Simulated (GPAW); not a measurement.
# STM contrast on 2H-TaSTe monolayer, part 2 of 2

Aim: Tersoff-Hamann images of 2H-TaSTe monolayer at several biases.

GPAW 26.7.0; GPAW, PAW setups; layer in a repeated cell with vacuum, relaxation of atoms and in-plane cell (the session's first sound run).

So far. Step 2 (Relaxation): The relaxation lowered the energy of the cell by 0.339 eV (energies extrapolated to zero smearing; the optimiser's log prints free energies). The largest force left on a free atom is 0.0091 eV/Å.

## 3. Plane waves, PBE (continued)

Level of this step: GPAW, PAW setups; slab in vacuum (GPAW).

Tip height over the top atom over a1 and a2. Sample bias 2 V, constant current at the mean current 3.5 Å over the top atom.

Values in Å, 12 rows by 16 columns, each cell a mean:
```
3.41 3.42 3.45 3.48 3.51 3.53 3.55 3.56 3.55 3.54 3.53 3.50 3.47 3.44 3.42 3.41
3.43 3.45 3.49 3.52 3.55 3.57 3.58 3.58 3.58 3.56 3.54 3.51 3.47 3.44 3.42 3.42
3.46 3.50 3.54 3.57 3.59 3.60 3.61 3.60 3.59 3.57 3.54 3.50 3.46 3.44 3.44 3.44
3.49 3.53 3.56 3.59 3.60 3.61 3.61 3.60 3.58 3.56 3.52 3.49 3.46 3.45 3.45 3.46
3.52 3.55 3.58 3.59 3.61 3.61 3.60 3.58 3.56 3.53 3.49 3.47 3.46 3.46 3.46 3.48
3.53 3.55 3.57 3.59 3.59 3.59 3.58 3.56 3.53 3.50 3.47 3.46 3.45 3.45 3.47 3.49
3.52 3.54 3.56 3.56 3.56 3.55 3.53 3.51 3.49 3.46 3.44 3.44 3.44 3.45 3.47 3.49
3.50 3.52 3.53 3.53 3.52 3.51 3.49 3.48 3.46 3.44 3.43 3.43 3.44 3.45 3.47 3.48
3.47 3.47 3.48 3.47 3.47 3.47 3.46 3.46 3.45 3.44 3.43 3.44 3.45 3.45 3.46 3.46
3.44 3.44 3.44 3.44 3.44 3.45 3.46 3.46 3.45 3.45 3.45 3.45 3.45 3.45 3.45 3.44
3.41 3.41 3.42 3.43 3.44 3.46 3.47 3.48 3.48 3.48 3.48 3.47 3.46 3.45 3.43 3.42
3.40 3.41 3.42 3.44 3.46 3.48 3.50 3.51 3.52 3.51 3.50 3.48 3.46 3.44 3.42 3.41
```
Columns: a1 from 0 to 0.944; rows upwards: a2 from 0 to 0.944.

Local density of states summed over the bias window over a1 and a2. Sample bias 2 V, constant height 3.5 Å over the top atom.

Values in units of 1e-5 arbitrary, 12 rows by 16 columns, each cell a mean:
```
1.1 1.2 1.2 1.3 1.4 1.4 1.5 1.5 1.5 1.5 1.4 1.3 1.3 1.2 1.1 1.1
1.2 1.2 1.3 1.4 1.5 1.6 1.6 1.6 1.6 1.5 1.5 1.4 1.3 1.2 1.2 1.1
1.3 1.3 1.5 1.6 1.6 1.7 1.7 1.7 1.6 1.6 1.5 1.3 1.3 1.2 1.2 1.2
1.3 1.4 1.5 1.6 1.7 1.7 1.7 1.7 1.6 1.5 1.4 1.3 1.2 1.2 1.2 1.3
1.4 1.5 1.6 1.7 1.7 1.7 1.7 1.6 1.5 1.4 1.3 1.3 1.2 1.2 1.3 1.3
1.4 1.5 1.6 1.6 1.7 1.6 1.6 1.5 1.4 1.3 1.3 1.2 1.2 1.2 1.3 1.3
1.4 1.5 1.5 1.5 1.5 1.5 1.4 1.4 1.3 1.2 1.2 1.2 1.2 1.2 1.3 1.3
1.3 1.4 1.4 1.4 1.4 1.4 1.3 1.3 1.2 1.2 1.2 1.2 1.2 1.2 1.3 1.3
1.3 1.3 1.3 1.3 1.3 1.3 1.2 1.2 1.2 1.2 1.2 1.2 1.2 1.2 1.2 1.3
1.2 1.2 1.2 1.2 1.2 1.2 1.2 1.2 1.2 1.2 1.2 1.2 1.2 1.2 1.2 1.2
1.1 1.1 1.1 1.2 1.2 1.2 1.3 1.3 1.3 1.3 1.3 1.3 1.2 1.2 1.2 1.2
1.1 1.1 1.1 1.2 1.2 1.3 1.3 1.4 1.4 1.4 1.3 1.3 1.2 1.2 1.2 1.1
```
Columns: a1 from 0 to 0.944; rows upwards: a2 from 0 to 0.944.

The potential is flat to 5.8e-5 eV/Å where it is read, so the vacuum is wide enough.

## 4. A changed run

One more run, with changed settings.

File run.py:

```python
import json
import numpy as np
from ase import Atoms
from gpaw import GPAW, PW

slab = Atoms(
    ['Te', 'Ta', 'S'],
    positions=[
        [0.00000, 2.03407, 9.00000],
        [-0.00000, 0.00000, 10.94632],
        [0.00000, 2.03407, 12.36513]],
    cell=[[3.52312, 0.0, 0.0], [-1.76156, 3.05111, 0.0], [0.0, 0.0, 21.3651]],
    pbc=[True, True, False])

slab.calc = GPAW(mode=PW(400), xc='PBE', kpts={'size': (9, 9, 1), 'gamma': True},
                 occupations={'name': 'fermi-dirac', 'width': 0.05}, nbands='160%',
                 convergence={'density': 1e-05}, maxiter=3,
                 poissonsolver={'dipolelayer': 'xy'},
                 symmetry={'tolerance': 1e-3}, txt='slab.txt')
result = {}
energy = slab.get_potential_energy()
fermi = slab.calc.get_fermi_level()
v = slab.calc.get_electrostatic_potential().mean((0, 1)) - fermi
n = slab.calc.get_pseudo_density().mean((0, 1))
L = slab.cell[2, 2]
z = np.arange(len(v)) * L / len(v)
low, high = slab.positions[:, 2].min(), slab.positions[:, 2].max()
below, above = np.interp([low - 6.8, high + 6.8], z, v)
slopes = [np.interp(x, z, np.gradient(v, z)) for x in (low - 6.8, high + 6.8)]
eps = np.array([[slab.calc.get_eigenvalues(k, s) for k in range(len(slab.calc.get_ibz_k_points()))]
                for s in range(slab.calc.get_number_of_spins())]) - fermi
top, bottom = eps[eps < 0].max(), eps[eps > 0].min()
dipole = slab.get_dipole_moment()[2]
print(f'energy {energy:.4f} eV, Fermi level {fermi:.4f} eV, dipole {dipole:.5f} e A')
print(f'potential 6.8 A off the faces, from the Fermi level: lower {below:.4f} eV, upper {above:.4f} eV')
print(f'slope of the potential there: lower {slopes[0]:.5f}, upper {slopes[1]:.5f} eV/A')
print(f'nearest levels on the mesh: {top:.4f} and {bottom:.4f} eV')
print('magnetic moment', round(slab.get_magnetic_moment(), 3))
result.update(energy=energy, fermi=fermi, dipole=dipole, below=below, above=above, slopes=slopes, edges=[top, bottom],
              z=z.tolist(), v=v.tolist(), n=n.tolist(), positions=slab.positions.tolist(),
              forces=slab.get_forces(apply_constraint=False).tolist(), moments=slab.get_magnetic_moments().tolist())
json.dump(result, open('result.json', 'w'))
```

Launch:

```bash
$ OMP_NUM_THREADS=1 OPENBLAS_NUM_THREADS=1 python run.py
```

Output:

```text
gpaw.KohnShamConvergenceError
```

It took 7.6 s on 1 thread of Arm Neoverse V1, shared host; peak memory 0.2 GiB.

The run stopped without converging, so none of its numbers is a property of the system.

The fault put into the input: too few SCF iterations (maxiter = 3).

## 5. Outcome

| Quantity | Value |
| --- | --- |
| work function, upper and lower face | 5.437 and 4.838 eV |
| dipole along the normal | -0.0359 e Å |
| corrugation at -1.5 V | 0.609 Å |
| corrugation at 2 V | 0.221 Å |

**Reading.** The corrugation at constant current is largest at -1.5 V, where the tip height varies by 0.61 Å over the cell. Negative sample bias images filled states, positive bias empty ones. The two faces differ by 0.60 eV, the step that the slab's dipole makes (e p/(ε0 A) gives 0.60 eV), so the dipole layer is needed. The images are of Tersoff-Hamann type: an s-wave tip, no tip-sample forces, heights closer than in a microscope. The starting lattice was a guess from atomic radii; the relaxation moved it by -4 %. The relaxation of atoms and cell ran in a fully periodic cell without the dipole layer, so the atoms of this polar layer felt a small spurious field. The cell holds an odd number of electrons, so without spin polarisation it must come out metallic and without a moment, whatever its true state. The layer's cell and atoms come from the relaxation; spin-orbit coupling and temperature are left out.

[Logs are printed without paths, hosts, clocks, repeated set-up lines and the standing remarks that a program may print on its own settings, such as how far it seeks lower states.]

[Hosts, paths, dates, database ids (printed as entryN), source tags and the programs' standing remarks are cut or masked in the printed files.]
